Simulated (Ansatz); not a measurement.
**BePd (Pm-3m): the cell at rest**

Wanted: the relaxed cell of BePd (Pm-3m).

Program: Ansatz 0.2.0. Level of theory: DFT PBEsol, scalar-relativistic, plane waves, PAW. Results are calculated unless marked as measured.

## 1. The starting structure

It takes space group Pm-3m (No. 221, cubic). The conventional cell has a = 2.813 Å, b = 2.813 Å, c = 2.813 Å, α = 90.00°, β = 90.00°, γ = 90.00°. Be has 8 Pd at 2.44 Å nearest. Nearest to Pd lie 8 Be at 2.44 Å. Farther neighbours are not listed.

## 2. A coarse first look

First a cheap look: the gap decides the mesh and the occupations, the pressure tells how far the cell has to move.

File input.yaml:

```yaml
crystal:
  lattice:
    - [2.813, 0.0, 0.0]
    - [0.0, 2.813, 0.0]
    - [0.0, 0.0, 2.813]
  atoms:
    - { symbol: Be, position: [0.0, 0.0, 0.0] }
    - { symbol: Pd, position: [0.5, 0.5, 0.5] }
kpoints:
  mp_grid: { grid: [6, 6, 6] }
hamiltonian:
  xc: pbesol
scf:
  occupations: { method: gaussian, width: 0.1 }
output:
  forces: true
  stress: true
  eigenvalues: true
```

Command:

```bash
> ansatz run input.yaml --threads 4 --pin off --max-ram 7168MiB --backend cpu --events-out ev --progress --plain --runs-dir out
```

Numbers of over 12 decimals in the logs are rounded to 6 here.

What it wrote:

```text
Engine: ansatz 0.2.0, aarch64-unknown-linux-gnu
Pseudopotentials: kind: paw
Pseudopotential: Be, paw, valence charge 2, recommended cutoff 420 eV (normal), Be.paw.azcp
Pseudopotential: Pd, paw, valence charge 18, recommended cutoff 420 eV (normal), Pd.paw.azcp
Functional definition: PBEsol
  exchange = pbesol_x
  correlation = pbesol_c
Crystal: 2 atoms, lattice volume = 22.259 Å³
[...]
--- Band table (eV; the first three rows and the last of 20) ---
  k-point 0: bands = [... 6 lower, 11.1887, 14.4681, 14.4681, 14.4681, 22.1790, 22.1790, 22.1790, 31.0551]
  k-point 1: bands = [... 6 lower, 11.4513, 14.0026, 14.0026, 14.5032, 20.4793, 23.1334, 23.1334, 30.2355]
  k-point 2: bands = [... 6 lower, 11.9634, 13.2419, 13.2419, 14.5742, 17.9154, 25.3197, 25.3197, 28.8002]
  k-point 19: bands = [... 6 lower, 10.4020, 15.5782, 15.5782, 21.5553, 22.3656, 22.3656, 22.3656, 23.5491]
[key lines of the parts left out:]
SCF converged after 6 iterations
Free energy (F): -6998.215731 eV
Fermi energy:    16.745148 eV
P = ⅓ Tr σ = -2.7900 GPa (-27.900 kbar)
```

The job ended after 0.72 s (4 threads of Arm Neoverse V1, shared host; peak memory 0.22 GiB).

Numbers from this step:

```
pressure          : -2.790 GPa
volume per atom   : 11.13 Å³
gap on the k-mesh : 0 eV
```

The coarse mesh shows no gap and a pressure of -2.8 GPa.

## 3. Bringing the structure to rest

The cell and atoms are relaxed, since residual forces and stress would shift the frequencies.

input.yaml, the sections that differ from step 2:

```yaml
kpoints:
  mp_grid: { grid: [14, 14, 14] }
relax:
  adjacent_minimum: "off"
  f_tol: 0.005
  max_steps: 80
  cell: { stress_tol: 0.05 }
# crystal, hamiltonian, scf, output: as in step 2
```

What it wrote:

```text
[...]
Crystal: 2 atoms, lattice volume = 22.259 Å³
Basis set: ecut = 420 eV, 461 PW (Γ), exchange–correlation on 40×40×40 points (8 copies of the dense FFT grid, shifted against one another)
Bands: 14, of which v1, the nominal top of the filled ones, is band 10 counted from 1 (9 counted from 0)
Symmetry: 48 space group operations
[...]
k-points: 120 of 2744
[...]
SCF iter   1: F=—  HF=-6998.249837 eV  |F-HF|=—  |Δ(HF+E_count)|=         —  Δρ=9.17e-3  dr2=1.90e-2  ethr=1.77e-3  ⟨swp⟩=5.0  Hψ=9528  notcnv=0
[...]
SCF iter   6: F=-6998.245237 eV  HF=-6998.245237 eV  |F-HF|=0.00e0  |Δ(HF+E_count)|=  2.54e-10  Δρ=1.15e-7  dr2=9.98e-13  ethr=2.42e-12  ⟨swp⟩=1.4  Hψ=5185  notcnv=0
SCF 1 converged in 6 iterations: F = -6998.245237 eV  dr2 = 9.98e-13
[...]
relax step   1: F+E_penalty+E_count = -6998.24523749 eV  Δ(F+E_penalty+E_count) = +0.000e0 eV  max|allowed force component| = 4.174e-30 eV/Å  Δτ_max = 0.0000 Å  P = -3.038 GPa  Ω = 22.259 Å³  (6 SCF iters, dr2 threshold 1.00e-7 eV, accepted)
Crystal: 2 atoms, lattice volume = 21.828 Å³
Basis set: ecut = 420 eV, 437 PW (Γ), exchange–correlation on 40×40×40 points (8 copies of the dense FFT grid, shifted against one another)
[...]
iter 1 solved again at ethr=4.07e-5 eV; its pass at ethr=3.10e-3 eV (dr2=8.14e-3 eV) is discarded
[...]
SCF iter   6: F=-6998.248742 eV  HF=-6998.248742 eV  |F-HF|=1.82e-12  |Δ(HF+E_count)|=  2.71e-10  Δρ=1.81e-7  dr2=2.02e-12  ethr=8.15e-12  ⟨swp⟩=1.3  Hψ=4955  notcnv=0
SCF 2 converged in 6 iterations: F = -6998.248742 eV  dr2 = 2.02e-12
relax step   2: F+E_penalty+E_count = -6998.24874208 eV  Δ(F+E_penalty+E_count) = -3.505e-3 eV  max|allowed force component| = 4.667e-30 eV/Å  Δτ_max = 0.0000 Å  P = +0.585 GPa  Ω = 21.828 Å³  energy of the carried Pulay correction = +1.155e-4 eV  (6 SCF iters, dr2 threshold 2.00e-7 eV, accepted)
Crystal: 2 atoms, lattice volume = 21.897 Å³
[...]
SCF iter   6: F=-6998.248845 eV  HF=-6998.248845 eV  |F-HF|=9.09e-13  |Δ(HF+E_count)|=  9.09e-13  Δρ=2.34e-8  dr2=2.46e-14  ethr=1.00e-12  ⟨swp⟩=1.0  Hψ=3840  notcnv=0
SCF 3 converged in 6 iterations: F = -6998.248845 eV  dr2 = 2.46e-14
relax step   3: F+E_penalty+E_count = -6998.24884457 eV  Δ(F+E_penalty+E_count) = -1.025e-4 eV  max|allowed force component| = 1.058e-29 eV/Å  Δτ_max = 0.0000 Å  P = -0.017 GPa  Ω = 21.897 Å³  energy of the carried Pulay correction = +9.699e-5 eV  (6 SCF iters, dr2 threshold 2.00e-7 eV, accepted)
[...]
SCF iter   9: F=-6998.248748 eV  HF=-6998.248748 eV  |F-HF|=1.82e-12  |Δ(HF+E_count)|=  1.82e-12  Δρ=1.69e-11  dr2=3.22e-20  ethr=1.00e-12  ⟨swp⟩=1.0  Hψ=3840  notcnv=0
SCF 4 converged in 9 iterations: F = -6998.248748 eV  dr2 = 3.22e-20
relax step   4: F+E_penalty+E_count = -6998.24874776 eV  Δ(F+E_penalty+E_count) = +9.681e-5 eV  max|allowed force component| = 2.638e-30 eV/Å  Δτ_max = 0.0000 Å  P = -0.013 GPa  Ω = 21.897 Å³  stress off target by 1.35e-2 GPa  SCF on the basis re-selected at this cell (its energy is not comparable with the rows above)  (9 SCF iters)
basis re-selected at this cell: Δ(F+E_penalty+E_count) = +9.681e-5 eV, ΔP = +0.004 GPa vs the last step (what re-selecting the basis moved, of the pressure what is left beyond the Pulay correction that the steps carried, after the strain that the cell walked since its last selection, with what the two solves' SCF thresholds leave and, on support functions, any second-order correction that the steps lacked; it is no m [...]
SCF converged after 9 iterations
Free energy (F): -6998.248748 eV
[...]
Internal energy: -6998.244225 eV  (E = F + TS)
E sigma→0 (E₀):  -6998.246487 eV
Entropy (-TS):   -0.004522 eV (-2.261 meV/atom)
Fermi energy:    17.163862 eV
[...]
--- Stress (GPa, compression-positive) ---
       -0.013467      -0.000000      -0.000000
       -0.000000      -0.013467      -0.000000
       -0.000000      -0.000000      -0.013467
  P = ⅓ Tr σ = -0.0135 GPa (-0.135 kbar)
--- Band table (eV; the first three rows and the last of 120) ---
  k-point 0: bands = [... 6 lower, 11.4332, 14.8010, 14.8010, 14.8010, 22.5570, 22.5570, 22.5570, 31.5393]
  k-point 1: bands = [... 6 lower, 11.4860, 14.6993, 14.6993, 14.8082, 22.1736, 22.7491, 22.7491, 31.3607]
  k-point 2: bands = [... 6 lower, 11.6361, 14.4324, 14.4324, 14.8282, 21.2327, 23.2879, 23.2879, 30.8821]
  k-point 119: bands = [... 6 lower, 10.6291, 15.9416, 15.9416, 21.9762, 22.7693, 22.7693, 22.7693, 23.9993]
--- Relaxed structure (3 steps of the walk, 3 accepted, 1 SCFs on fresh bases) ---
  F+E_penalty+E_count = -6998.24874776 eV   max|allowed force component| = 2.638e-30 eV/Å   (the final SCF, on the basis selected at the relaxed cell)
  cell:  # Å, volume = 21.8965 Å³
    - [2.797639, 0, 0]
    - [0, 2.797639, 0]
    - [0, 0, 2.797639]
  atoms:
    - { symbol: Be, position: [0, 0, 0] }
    - { symbol: Pd, position: [0.5, 0.5, 0.5] }
```

The job ended after 2.8 s (4 threads; peak memory 0.27 GiB; 9.6 s of CPU time).

Step by step:

```csv
step,energy less that of the first step (eV),largest force component (eV/Å),pressure (GPa),volume (Å³)
1,0.0000,0.0000,-3.04,22.26
2,-0.0035,0.0000,0.59,21.83
3,-0.0036,0.0000,-0.02,21.90
4*,-0.0035,0.0000,-0.01,21.90
```

Relaxation steps marked * repeat the geometry before them on a plane-wave basis chosen anew for their cell, so energy and pressure can jump there.

Forces are held to the 48 operations that the run works with; a distortion that breaks them can't arise in this run.

```csv
"conventional cell, symmetrised",before,after,change
a (Å),2.813,2.798,-0.5 %
b (Å),2.813,2.798,-0.5 %
c (Å),2.813,2.798,-0.5 %
volume (Å³/atom),11.13,10.95,-1.6 %
```

Final coordinates:

```xyz
2
Lattice="2.7976 0.0000 0.0000 0.0000 2.7976 0.0000 0.0000 0.0000 2.7976" Properties=species:S:1:pos:R:3 pbc="T T T"
Be    0.0000    0.0000    0.0000
Pd    1.3988    1.3988    1.3988
```

Numbers from this step:

```yaml
pressure: -0.01347 GPa
volume_per_atom: 10.95 Å³
```

In this step the volume went from 11.13 to 10.95 Å³/atom.

## 4. Relaxing to small forces for the phonons

Phonons need a cell at rest on their own settings, so the relaxation is repeated with tight tolerances on forces and stress on the k mesh and occupations of the first response run.

File input.yaml:

```yaml
crystal:
  lattice:
    - [2.7976391317, 0.0, 0.0]
    - [0.0, 2.7976391317, 0.0]
    - [0.0, 0.0, 2.7976391317]
  atoms:
    - { symbol: Be, position: [0.0, 0.0, 0.0] }
    - { symbol: Pd, position: [0.5, 0.5, 0.5] }
kpoints:
  mp_grid: { grid: [16, 16, 16] }
hamiltonian:
  xc: pbesol
scf:
  occupations: { method: methfessel_paxton, width: 0.15 }
output:
  forces: true
  stress: true
  eigenvalues: true
  write_density: true
  write_potential: true
  elf: true
  volumetric_format: npy
relax:
  adjacent_minimum: "off"
  f_tol: 0.001
  max_steps: 60
  cell: { stress_tol: 0.01 }
```

What it wrote:

```text
[...]
Crystal: 2 atoms, lattice volume = 21.897 Å³
Basis set: ecut = 420 eV, 437 PW (Γ), exchange–correlation on 40×40×40 points (8 copies of the dense FFT grid, shifted against one another)
Bands: 14, of which v1, the nominal top of the filled ones, is band 10 counted from 1 (9 counted from 0)
[... 1 set-up line as in the run before ...]
[...]
k-points: 165 of 4096
[...]
k-point 164: bands = [... 6 lower, 10.6298, 15.9432, 15.9432, 21.9758, 22.7696, 22.7696, 22.7696, 23.9996]
--- Relaxed structure (1 steps of the walk, 1 accepted, 1 SCFs on fresh bases) ---
[...]
cell:  # Å, volume = 21.8965 Å³
    - [2.7976391317, 0.0, 0.0]
    - [0.0, 2.7976391317, 0.0]
    - [0.0, 0.0, 2.7976391317]
  atoms:
    - { symbol: Be, position: [0.0, 0.0, 0.0] }
    - { symbol: Pd, position: [0.500000, 0.500000, 0.500000] }
[key lines of the parts left out:]
SCF converged after 6 iterations
Free energy (F): -6998.246168 eV
Fermi energy:    17.175831 eV
P = ⅓ Tr σ = -0.0025 GPa (-0.025 kbar)
```

Wall time 2.1 s (4 threads); peak memory 0.3 GiB.

Little changed from the start: no atom moved by 0.005 Å and no cell edge by 0.1 %.

This step gave:

```
pressure : -0.002519 GPa
```

ELF in the ac plane at fractional y = 0.000, with atoms of Be within 0.2 Å of it. It is the smooth field of the valence electrons, not physical close to the nuclei.

Ten even steps from '_' (0.00) to '@' (0.42):
```
____..++@@@@@@%%@@@@@@++..__
__..--##@@@@%%%%%%@@@@##--..
==++##@@@@%%%%##%%%%@@@@##++
%%@@@@@@@@%%######%%@@@@@@@@
@@@@@@%%%%##******##%%%%@@@@
@@@@%%%%##**********##%%%%@@
@@%%%%####**********####%%%%
@@@@%%%%##**********##%%%%@@
@@@@@@%%%%##******##%%%%@@@@
%%@@@@@@@@%%######%%@@@@@@@@
==++##@@@@%%%%##%%%%@@@@##++
__..--##@@@@%%%%%%@@@@##--..
____..++@@@@@@%%@@@@@@++..__
______==%%@@@@@@@@@@%%==____
```
Columns run along a (2.8 Å), rows up along c (2.8 Å). Atoms in or near the plane, at fractional coordinates: Be at (0.00, 0.00).

Valence density in the ac plane at fractional y = 0.000, with atoms of Be within 0.2 Å of it. It is the smooth field of the valence electrons, not physical close to the nuclei.

Ten even steps from '_' (0.04 e/Å³) to '@' (0.31 e/Å³):
```
..::==******++++++******==::
====**********************==
******######******######****
******##################****
******####%%%%%%%%%%####****
++++****##%%@@@@@@%%##****++
++++****##%%@@@@@@%%##****++
++++****##%%@@@@@@%%##****++
******####%%%%%%%%%%####****
******##################****
******######******######****
====**********************==
..::==******++++++******==::
__..==******++++++******==..
```
Columns run along a (2.8 Å), rows up along c (2.8 Å). Atoms in or near the plane, at fractional coordinates: Be at (0.00, 0.00).

Electrostatic potential energy in the ac plane at fractional y = 0.000, with atoms of Be within 0.2 Å of it. With pseudopotentials it is smooth inside the atoms' cores, unlike the true potential.

Ten even steps from '0' (-29 eV) to '9' (18 eV):
```
00258999998520
12478999998742
55789999999875
88899999999988
99999999999999
99999999999999
99999999999999
99999999999999
99999999999999
88899999999988
55789999999875
12478999998742
00258999998520
00158999998510
```
Columns run along a (2.8 Å; values clipped at the 3rd and 97th percentile), rows up along c (2.8 Å). Atoms in or near the plane, at fractional coordinates: Be at (0.00, 0.00).

The forces vanish by symmetry and the pressure is -0.003 GPa, within the tolerances set. The cell now holds 10.95 Å³/atom.

## 5. Results

- space group after relaxation (within 0.01 Å): Pm-3m
- lattice constant a: 2.798 Å
- lattice constant b: 2.798 Å
- lattice constant c: 2.798 Å
- volume per atom: 10.9 Å³

**Reading.** The forces vanish by symmetry and the pressure is -0.003 GPa, within the tolerances set. The cell now holds 10.95 Å³/atom. The relaxation keeps the symmetry of its start, so it says nothing on stability against lower symmetry.

[Logs are printed without paths, hosts, clocks, repeated set-up lines and the standing remarks that a program may print on its own settings, such as how far it seeks lower states.]

[Hosts, paths, dates, database ids (printed as entryN), source tags and the programs' standing remarks are cut or masked in the printed files.]
